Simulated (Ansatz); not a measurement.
# How fast states decay through Cs4SeO

Aim: relax a made-up compound, Cs4SeO, and see how good a tunnel barrier it would be. It is built by putting Cs for Na, O for Te in the Na4TeSe structure of space group P4/mmm, with the volume rescaled by atomic radii. The parent structure comes from the Materials Project.

Calculated with Ansatz 0.2.0; PBE DFT, plane waves, PAW files, in the first sound run; inputs show where later runs differ.

The structure was built from a prototype and need not be the compound's stable phase.

### Step 1. Starting point

It takes space group P4/mmm (No. 123, tetragonal). The conventional cell has a = 5.805 Å, b = 5.805 Å, c = 8.283 Å, α = 90.00°, β = 90.00°, γ = 90.00°. Nearest to Cs lie 2 Se at 3.50 Å and 2 O at 3.63 Å. O has 8 Cs at 3.63 Å nearest. Se has 8 Cs at 3.50 Å nearest. It derives from Na4TeSe. Cs for Na, O for Te in the Na4TeSe structure of space group P4/mmm. Farther neighbours and most contacts between anions are not listed.

### Step 2. Cell and atoms at rest

The substituted atoms don't fit the parent's cell, so cell and atoms relax together. A small smearing keeps the run stable in case the gap closes on the way.

File input.yaml:

```yaml
crystal:
  lattice:
    - [5.8045268246, 0.0, 0.0]
    - [0.0, 5.8045268246, 0.0]
    - [0.0, 0.0, 8.283351422]
  atoms:
    - { symbol: Cs, position: [0.5, 0.0, 0.76287592] }
    - { symbol: Cs, position: [0.0, 0.5, 0.23712408] }
    - { symbol: Cs, position: [0.5, 0.0, 0.23712408] }
    - { symbol: Cs, position: [0.0, 0.5, 0.76287592] }
    - { symbol: O, position: [0.5, 0.5, 0.5] }
    - { symbol: Se, position: [0.0, 0.0, 0.0] }
kpoints:
  mp_grid: { grid: [4, 4, 4] }
scf:
  occupations: { method: gaussian, width: 0.03 }
hamiltonian:
  xc: pbe
output:
  forces: true
  stress: true
relax:
  f_tol: 0.02
  max_steps: 60
  cell: {}
```

On the command line:

```console
$ ansatz run input.yaml --threads 2 --pin off --max-ram 4096MiB --backend cpu --events-out ev --progress --plain --runs-dir out
```

Numbers of over 12 decimals in the logs are rounded to 6 here.

The program printed:

```text
Engine: ansatz 0.2.0, aarch64-unknown-linux-gnu
Pseudopotentials: kind: paw
Pseudopotential: Cs, paw, valence charge 9, recommended cutoff 420 eV (normal), Cs.paw.azcp
Pseudopotential: O, paw, valence charge 6, recommended cutoff 420 eV (normal), O.paw.azcp
Pseudopotential: Se, paw, valence charge 16, recommended cutoff 420 eV (normal), Se.paw.azcp
Functional definition: PBE
  parameter kappa = 0.804
  parameter beta = 0.066725
  exchange = pbe_x(kappa = kappa, mu = beta*pi^2/3)
  correlation = pbe_c(beta = beta)
Crystal: 6 atoms, lattice volume = 279.087 Å³
Basis set: ecut = 420 eV, 5463 PW (Γ), exchange–correlation on 80×80×120 points (8 copies of the dense FFT grid, shifted against one another)
Bands: 35, of which v1, the nominal top of the filled ones, is band 29 counted from 1 (28 counted from 0)
Symmetry: 16 space group operations
Space group: P4/mmm (ITA 123), of the structure as read, at distance tolerance 6.5e-5 Å
k-points: 18 of 64
Non-local potential: Cs, projectors of the file, l = 0: 3, l = 1: 2, l = 2: 2, l = 3: 2
Non-local potential: O, projectors of the file, l = 0: 2, l = 1: 2, l = 2: 1
Non-local potential: Se, projectors of the file, l = 0: 2, l = 1: 2, l = 2: 3, l = 3: 1
PAW form: soft (Blöchl's): semilocal exchange-correlation on the pseudo side does not see the compensation charge
PAW one-centre angular grid: Cs, 194 points (default); XC on 64 Gauss nodes
PAW one-centre angular grid: O, 110 points (default); XC on 64 Gauss nodes
PAW one-centre angular grid: Se, 590 points (default); XC on 64 Gauss nodes
Initial density: superposition of atomic densities (neutral atoms: chi_scale 0, normalization atom), corrected by the library's trained network
Initial wavefunctions: pseudopotential atomic-orbital guess
Functional: x = pbe(κ = 0.804, μ = 0.219515), c = pbe(β = 0.066725)
SCF iter   1: F=—  HF=-28722.075824 eV  |F-HF|=—  |Δ(HF+E_count)|=         —  Δρ=5.67e-3  dr2=2.46e-1  ethr=1.77e-3  ⟨swp⟩=12.6  Hψ=3326  notcnv=0
preconditioner: auto → Resta (q_TF=auto, 2.100 Å⁻¹)  ε∞=3.1  [insulator: Δε(μ)=0.832 eV  Ē_g=9.791 eV  σ=0.030 eV  W_gap=1.00  n_scr=36 (ndim 8)  ℏωp=14.1 eV  f_vac=0.138  D(μ)=0.00/eV (n_scr^D=0)  ε∞_Penn≈3.1]
SCF iter   2: F=—  HF=-28722.093701 eV  |F-HF|=—  |Δ(HF+E_count)|=   1.79e-2  Δρ=1.25e-2  dr2=4.83e-1  ethr=4.24e-4  ⟨swp⟩=2.9  Hψ=1261  notcnv=0  defer=22
SCF iter   3: F=—  HF=-28722.047875 eV  |F-HF|=—  |Δ(HF+E_count)|=   4.58e-2  Δρ=4.57e-3  dr2=5.48e-2  ethr=4.24e-4  ⟨swp⟩=2.0  Hψ=762  notcnv=0  defer=22
SCF iter   4: F=—  HF=-28722.041972 eV  |F-HF|=—  |Δ(HF+E_count)|=   5.90e-3  Δρ=1.36e-3  dr2=8.55e-3  ethr=9.45e-5  ⟨swp⟩=2.9  Hψ=1223  notcnv=0  defer=26
SCF iter   5: F=—  HF=-28722.041333 eV  |F-HF|=—  |Δ(HF+E_count)|=   6.39e-4  Δρ=1.98e-4  dr2=2.02e-4  ethr=1.47e-5  ⟨swp⟩=2.0  Hψ=699  notcnv=0  defer=26
SCF iter   6: F=—  HF=-28722.041504 eV  |F-HF|=—  |Δ(HF+E_count)|=   1.71e-4  Δρ=9.71e-5  dr2=5.79e-5  ethr=3.48e-7  ⟨swp⟩=2.0  Hψ=1154  notcnv=0  defer=26
SCF iter   7: F=—  HF=-28722.041393 eV  |F-HF|=—  |Δ(HF+E_count)|=   1.11e-4  Δρ=2.78e-5  dr2=5.51e-6  ethr=9.99e-8  ⟨swp⟩=2.0  Hψ=1126  notcnv=0  defer=26
SCF iter   8: F=—  HF=-28722.041404 eV  |F-HF|=—  |Δ(HF+E_count)|=   1.08e-5  Δρ=9.05e-6  dr2=4.81e-7  ethr=9.50e-9  ⟨swp⟩=2.0  Hψ=913  notcnv=0  defer=26
SCF iter   9: F=-28722.041405 eV  HF=-28722.041405 eV  |F-HF|=8.52e-8  |Δ(HF+E_count)|=   1.51e-6  Δρ=2.06e-6  dr2=3.14e-8  ethr=1.72e-10  ⟨swp⟩=5.1  Hψ=2266  notcnv=0
SCF 1 converged in 9 iterations: F = -28722.041405 eV  dr2 = 3.14e-8
  greatest PAW one-centre occupation: 1.000 electrons in one spin orbital (limit 2), on the Se atom at site 5 (counted from 0), in its partial waves of l = 2
relax step   1: F+E_penalty+E_count = -28722.04140537 eV  Δ(F+E_penalty+E_count) = +0.000e0 eV  max|allowed force component| = 7.597e-1 eV/Å  Δτ_max = 0.0000 Å  P = -0.439 GPa  Ω = 279.087 Å³  (9 SCF iters, dr2 threshold 1.00e-7 eV, accepted)
Crystal: 6 atoms, lattice volume = 269.256 Å³
Basis set: ecut = 420 eV, 5287 PW (Γ), exchange–correlation on 80×80×120 points (8 copies of the dense FFT grid, shifted against one another)
Initial density: handed on by an earlier stage of this run
Initial wavefunctions: those handed on with the density
iter 1 solved again at ethr=6.99e-4 eV; its pass at ethr=3.10e-3 eV (dr2=4.05e-1 eV) is discarded
SCF iter   1: F=—  HF=-28722.594420 eV  |F-HF|=—  |Δ(HF+E_count)|=         —  Δρ=7.02e-3  dr2=4.23e-1  ethr=6.99e-4  ⟨swp⟩=1.0  Hψ=3401  notcnv=0
preconditioner: auto → Resta (q_TF=auto, 2.112 Å⁻¹)  ε∞=3.1  [insulator: Δε(μ)=0.943 eV  Ē_g=9.837 eV  σ=0.030 eV  W_gap=1.00  n_scr=36 (ndim 8)  ℏωp=14.3 eV  f_vac=0.120  D(μ)=0.00/eV (n_scr^D=0)  ε∞_Penn≈3.1]
SCF iter   2: F=—  HF=-28722.512137 eV  |F-HF|=—  |Δ(HF+E_count)|=   8.23e-2  Δρ=5.77e-3  dr2=1.11e-1  ethr=6.99e-4  ⟨swp⟩=3.3  Hψ=1099  notcnv=0
SCF iter   3: F=—  HF=-28722.512015 eV  |F-HF|=—  |Δ(HF+E_count)|=   1.22e-4  Δρ=6.22e-3  dr2=1.35e-1  ethr=1.91e-4  ⟨swp⟩=2.6  Hψ=1227  notcnv=0  defer=25
SCF iter   4: F=—  HF=-28722.493803 eV  |F-HF|=—  |Δ(HF+E_count)|=   1.82e-2  Δρ=7.37e-4  dr2=1.83e-3  ethr=1.91e-4  ⟨swp⟩=2.2  Hψ=1034  notcnv=0  defer=25
SCF iter   5: F=—  HF=-28722.494430 eV  |F-HF|=—  |Δ(HF+E_count)|=   6.26e-4  Δρ=2.34e-4  dr2=2.18e-4  ethr=3.16e-6  ⟨swp⟩=2.1  Hψ=947  notcnv=0  defer=31
SCF iter   6: F=—  HF=-28722.494647 eV  |F-HF|=—  |Δ(HF+E_count)|=   2.18e-4  Δρ=7.07e-5  dr2=2.89e-5  ethr=3.75e-7  ⟨swp⟩=2.0  Hψ=956  notcnv=0  defer=31
SCF iter   7: F=—  HF=-28722.494746 eV  |F-HF|=—  |Δ(HF+E_count)|=   9.85e-5  Δρ=1.65e-5  dr2=2.02e-6  ethr=4.98e-8  ⟨swp⟩=2.2  Hψ=972  notcnv=0  defer=31
SCF iter   8: F=-28722.494752 eV  HF=-28722.494752 eV  |F-HF|=2.72e-7  |Δ(HF+E_count)|=   5.96e-6  Δρ=6.12e-6  dr2=2.23e-7  ethr=1.03e-9  ⟨swp⟩=4.8  Hψ=2277  notcnv=0
SCF 2 converged in 8 iterations: F = -28722.494752 eV  dr2 = 2.23e-7
relax step   2: F+E_penalty+E_count = -28722.49475188 eV  Δ(F+E_penalty+E_count) = -4.533e-1 eV  max|allowed force component| = 2.874e-1 eV/Å  Δτ_max = 0.1962 Å  P = -0.693 GPa  Ω = 269.256 Å³  energy of the carried Pulay correction = +2.750e-3 eV  (8 SCF iters, dr2 threshold 6.00e-7 eV, accepted)
Crystal: 6 atoms, lattice volume = 252.322 Å³
Basis set: ecut = 420 eV, 4919 PW (Γ), exchange–correlation on 80×80×120 points (8 copies of the dense FFT grid, shifted against one another)
iter 1 solved again at ethr=5.33e-4 eV; its pass at ethr=3.10e-3 eV (dr2=3.09e-1 eV) is discarded
SCF iter   1: F=—  HF=-28722.677320 eV  |F-HF|=—  |Δ(HF+E_count)|=         —  Δρ=6.07e-3  dr2=3.19e-1  ethr=5.33e-4  ⟨swp⟩=1.1  Hψ=3490  notcnv=0
preconditioner: auto → Resta (q_TF=auto, 2.135 Å⁻¹)  ε∞=3.2  [insulator: Δε(μ)=0.943 eV  Ē_g=9.916 eV  σ=0.030 eV  W_gap=1.00  n_scr=36 (ndim 8)  ℏωp=14.8 eV  f_vac=0.112  D(μ)=0.00/eV (n_scr^D=0)  ε∞_Penn≈3.2]
SCF iter   2: F=—  HF=-28722.607486 eV  |F-HF|=—  |Δ(HF+E_count)|=   6.98e-2  Δρ=3.09e-3  dr2=4.06e-2  ethr=5.33e-4  ⟨swp⟩=3.1  Hψ=1077  notcnv=0
SCF iter   3: F=—  HF=-28722.606825 eV  |F-HF|=—  |Δ(HF+E_count)|=   6.61e-4  Δρ=4.06e-3  dr2=4.91e-2  ethr=7.00e-5  ⟨swp⟩=3.0  Hψ=1278  notcnv=0  defer=31
SCF iter   4: F=—  HF=-28722.599888 eV  |F-HF|=—  |Δ(HF+E_count)|=   6.94e-3  Δρ=7.02e-4  dr2=1.40e-3  ethr=7.00e-5  ⟨swp⟩=2.1  Hψ=1028  notcnv=0  defer=31
SCF iter   5: F=—  HF=-28722.600371 eV  |F-HF|=—  |Δ(HF+E_count)|=   4.83e-4  Δρ=2.18e-4  dr2=2.02e-4  ethr=2.41e-6  ⟨swp⟩=2.5  Hψ=1057  notcnv=0  defer=31
SCF iter   6: F=—  HF=-28722.600563 eV  |F-HF|=—  |Δ(HF+E_count)|=   1.92e-4  Δρ=6.09e-5  dr2=2.21e-5  ethr=3.49e-7  ⟨swp⟩=2.0  Hψ=1005  notcnv=0  defer=31
SCF iter   7: F=—  HF=-28722.600629 eV  |F-HF|=—  |Δ(HF+E_count)|=   6.63e-5  Δρ=2.55e-5  dr2=2.02e-6  ethr=3.81e-8  ⟨swp⟩=2.1  Hψ=1142  notcnv=0  defer=31
SCF iter   8: F=-28722.600629 eV  HF=-28722.600629 eV  |F-HF|=5.67e-7  |Δ(HF+E_count)|=   3.61e-7  Δρ=1.12e-5  dr2=3.56e-7  ethr=1.03e-9  ⟨swp⟩=4.7  Hψ=2293  notcnv=0
SCF 3 converged in 8 iterations: F = -28722.600629 eV  dr2 = 3.56e-7
relax step   3: F+E_penalty+E_count = -28722.60062946 eV  Δ(F+E_penalty+E_count) = -1.059e-1 eV  max|allowed force component| = 2.131e-1 eV/Å  Δτ_max = 0.1538 Å  P = -0.111 GPa  Ω = 252.322 Å³  energy of the carried Pulay correction = +7.726e-3 eV  (8 SCF iters, dr2 threshold 6.00e-7 eV, accepted)
[...]
relax step   4: F+E_penalty+E_count = -28722.63424173 eV  Δ(F+E_penalty+E_count) = -3.361e-2 eV  max|allowed force component| = 5.069e-4 eV/Å  Δτ_max = 0.0362 Å  P = -0.182 GPa  Ω = 252.728 Å³  energy of the carried Pulay correction = +7.603e-3 eV  (7 SCF iters, dr2 threshold 6.00e-7 eV, accepted)
[...]
relax step   5: F+E_penalty+E_count = -28722.63843654 eV  Δ(F+E_penalty+E_count) = -4.195e-3 eV  max|allowed force component| = 4.306e-3 eV/Å  Δτ_max = 0.0075 Å  P = -0.050 GPa  Ω = 249.785 Å³  energy of the carried Pulay correction = +8.499e-3 eV  (7 SCF iters, dr2 threshold 1.65e-7 eV, accepted)
[...]
relax step   6: F+E_penalty+E_count = -28722.63871868 eV  Δ(F+E_penalty+E_count) = -2.821e-4 eV  max|allowed force component| = 2.485e-3 eV/Å  Δτ_max = 0.0002 Å  P = -0.018 GPa  Ω = 249.252 Å³  energy of the carried Pulay correction = +8.662e-3 eV  (6 SCF iters, dr2 threshold 1.23e-8 eV, accepted)
[...]
relax step   7: F+E_penalty+E_count = -28722.63407195 eV  Δ(F+E_penalty+E_count) = +4.647e-3 eV  max|allowed force component| = 2.475e-3 eV/Å  Δτ_max = 0.0000 Å  P = -0.054 GPa  Ω = 249.252 Å³  stress off target by 6.32e-2 GPa  SCF on the basis re-selected at this cell (its energy is not comparable with the rows above)  (7 SCF iters)
[...]
relax step   8: F+E_penalty+E_count = -28722.63450114 eV  Δ(F+E_penalty+E_count) = -4.292e-4 eV  max|allowed force component| = 4.254e-5 eV/Å  Δτ_max = 0.0002 Å  P = +0.001 GPa  Ω = 248.343 Å³  energy of the carried Pulay correction = +2.767e-4 eV  (7 SCF iters, dr2 threshold 9.98e-9 eV, accepted)
iter 1 solved again at ethr=1.85e-6 eV; its pass at ethr=3.10e-3 eV (dr2=1.07e-3 eV) is discarded
SCF iter   1: F=—  HF=-28722.634356 eV  |F-HF|=—  |Δ(HF+E_count)|=         —  Δρ=8.11e-6  dr2=3.12e-8  ethr=1.85e-6  ⟨swp⟩=2.9  Hψ=4656  notcnv=0
eigensolver tolerance schedule: the retry pair's looser diagonalisation over-reported the residual by 34361.47 of it (diagonalisation noise at an unbounded share of the residual, at the tolerance the schedule requests for it); recorded, not acted on — ethr = c·dr2/N_el stays at c = 1.0e-1
preconditioner: auto → Resta (q_TF=auto, 2.141 Å⁻¹)  ε∞=3.2  [insulator: Δε(μ)=1.025 eV  Ē_g=9.973 eV  σ=0.030 eV  W_gap=1.00  n_scr=36 (ndim 8)  ℏωp=14.9 eV  f_vac=0.114  D(μ)=0.00/eV (n_scr^D=0)  ε∞_Penn≈3.2]
SCF iter   2: F=—  HF=-28722.634248 eV  |F-HF|=—  |Δ(HF+E_count)|=   1.08e-4  Δρ=4.38e-6  dr2=2.73e-8  ethr=5.38e-11  ⟨swp⟩=3.2  Hψ=1647  notcnv=0
SCF iter   3: F=—  HF=-28722.634248 eV  |F-HF|=—  |Δ(HF+E_count)|=   1.27e-8  Δρ=2.94e-6  dr2=7.45e-9  ethr=4.70e-11  ⟨swp⟩=2.0  Hψ=988  notcnv=0
SCF iter   4: F=—  HF=-28722.634248 eV  |F-HF|=—  |Δ(HF+E_count)|=   8.30e-9  Δρ=8.20e-7  dr2=3.75e-10  ethr=1.29e-11  ⟨swp⟩=2.0  Hψ=988  notcnv=0
SCF iter   5: F=—  HF=-28722.634248 eV  |F-HF|=—  |Δ(HF+E_count)|=   1.21e-9  Δρ=3.16e-7  dr2=8.48e-11  ethr=1.00e-12  ⟨swp⟩=2.0  Hψ=1150  notcnv=0
SCF iter   6: F=-28722.634248 eV  HF=-28722.634248 eV  |F-HF|=9.46e-11  |Δ(HF+E_count)|=  3.35e-10  Δρ=1.00e-7  dr2=2.23e-11  ethr=1.00e-12  ⟨swp⟩=4.0  Hψ=2250  notcnv=0
SCF 9 converged in 6 iterations: F = -28722.634248 eV  dr2 = 2.23e-11
relax step   9: F+E_penalty+E_count = -28722.63424776 eV  Δ(F+E_penalty+E_count) = +2.534e-4 eV  max|allowed force component| = 4.169e-5 eV/Å  Δτ_max = 0.0000 Å  P = -0.000 GPa  Ω = 248.343 Å³  stress off target by 2.39e-4 GPa  SCF on the basis re-selected at this cell (its energy is not comparable with the rows above)  (6 SCF iters)
basis re-selected at this cell: Δ(F+E_penalty+E_count) = +2.534e-4 eV, ΔP = -0.001 GPa vs the last step (what re-selecting the basis moved, of the pressure what is left beyond the Pulay correction that the steps carried, after the strain that the cell walked since its last selection, with what the two solves' SCF thresholds leave and, on support functions, any second-order correction that the steps lacked; it is no m [...]
SCF converged after 6 iterations
Free energy (F): -28722.634248 eV
Harris-Foulkes:  -28722.634248 eV  (|F-HF|=9.46e-11)
Internal energy: -28722.634248 eV  (E = F + TS)
E sigma→0 (E₀):  -28722.634248 eV
Fermi energy:    5.990805 eV
--- Per-component energies (eV) ---
  E_band       = -593.384840
  E_kinetic    = 863.062646
  E_local      = -4628.592443  (includes V_loc(G=0)·N_el)
  E_nonlocal   = -427.518379
  E_hartree    = 2100.009705
  E_xc         = -878.494263
  E_vxc        = -702.484203  (∫ρ·V_xc dr)
  E_paw        = -22334.889645  (= ΣΔE_a)
  E_vpaw       = 102.126343  (= ΣTr[D̂ρ^β])
  E_aug_tail   = 0.001732  (compensation charges beyond the density's cutoff)
  E_ewald      = -3416.213600
  E_smearing   = -0.000000  (= −TS)
  E_closure    = -0.000000  (closes the sum)
  Σ components = -28722.634248   (vs F -28722.634248, Δ=0.00e0)
--- Forces (eV/Å), atoms counted from 1 ---
  atom   1  Cs     0.00000000     0.00000000    -0.00004169
  atom   2  Cs    -0.00000000     0.00000000     0.00004169
  atom   3  Cs     0.00000000     0.00000000     0.00004169
  atom   4  Cs    -0.00000000     0.00000000    -0.00004169
  atom   5  O      0.00000000     0.00000000     0.00000000
  atom   6  Se     0.00000000    -0.00000000     0.00000000
  max |Σ_I F_I| component: 3.47e-18 eV/Å
--- Stress (GPa, compression-positive) ---
        0.000065       0.000000       0.000000
        0.000000       0.000065       0.000000
        0.000000       0.000000      -0.000239
  P = ⅓ Tr σ = -0.0000 GPa (-0.000 kbar)
--- Relaxed structure (7 steps of the walk, 7 accepted, 2 SCFs on fresh bases) ---
  F+E_penalty+E_count = -28722.63424776 eV   max|allowed force component| = 4.169e-5 eV/Å   (the final SCF, on the basis selected at the relaxed cell)
  cell:  # Å, volume = 248.3427 Å³
    - [5.518346, 0, 0.0]
    - [0, 5.518346, 0.0]
    - [0.0, 0.0, 8.155179]
  atoms:
    - { symbol: Cs, position: [0.5, 0, 0.724133] }
    - { symbol: Cs, position: [0, 0.5, 0.275867] }
    - { symbol: Cs, position: [0.5, 0, 0.275867] }
    - { symbol: Cs, position: [0, 0.5, 0.724133] }
    - { symbol: O, position: [0.5, 0.5, 0.500000] }
    - { symbol: Se, position: [0, 0, -5.59006438628858e-19] }
```

It took 37 s on 2 threads of Arm Neoverse V2, shared host; peak memory 0.6 GiB; 72 s of CPU time.

Step by step:

| step | energy less that of the first step (eV) | largest force component (eV/Å) | pressure (GPa) | volume (Å³) |
| --- | --- | --- | --- | --- |
| 1 | 0.0000 | 0.7597 | -0.44 | 279.09 |
| 2 | -0.4533 | 0.2874 | -0.69 | 269.26 |
| 3 | -0.5592 | 0.2131 | -0.11 | 252.32 |
| 4 | -0.5928 | 0.0005 | -0.18 | 252.73 |
| 5 | -0.5970 | 0.0043 | -0.05 | 249.79 |
| 6 | -0.5973 | 0.0025 | -0.02 | 249.25 |
| 7* | -0.5927 | 0.0025 | -0.05 | 249.25 |
| 8 | -0.5931 | 0.0000 | 0.00 | 248.34 |
| 9* | -0.5928 | 0.0000 | 0.00 | 248.34 |

Relaxation steps marked * repeat the geometry before them on a plane-wave basis chosen anew for their cell, so energy and pressure can jump there.

Forces are held to the 16 operations that the run works with; a distortion that breaks them can't arise in this run.

| conventional cell, symmetrised | before | after | change |
| --- | --- | --- | --- |
| a (Å) | 5.805 | 5.518 | -4.9 % |
| b (Å) | 5.805 | 5.518 | -4.9 % |
| c (Å) | 8.283 | 8.155 | -1.5 % |
| volume (Å³/atom) | 46.51 | 41.39 | -11.0 % |

The atoms that moved most (Å, as changes of fractional coordinates times the final cell):

| atom | dx | dy | dz | length |
| --- | --- | --- | --- | --- |
| Cs1 | 0.000 | 0.000 | -0.316 | 0.316 |
| Cs4 | 0.000 | 0.000 | -0.316 | 0.316 |
| Cs2 | 0.000 | 0.000 | 0.316 | 0.316 |
| Cs3 | 0.000 | 0.000 | 0.316 | 0.316 |

Numbers from this step:

| Item | Value |
| --- | --- |
| free energy | -28722.6342 eV |
| Fermi energy | 5.991 eV |
| pressure | -3.62e-5 GPa |

The largest force component on a free atom ends at 4.2e-5 eV/Å.

(Part 1 of 3 ends here.)

[Logs are printed without paths, hosts, clocks, repeated set-up lines and the standing remarks that a program may print on its own settings, such as how far it seeks lower states.]

[Hosts, paths, dates, database ids (printed as entryN), source tags and the programs' standing remarks are cut or masked in the printed files.]
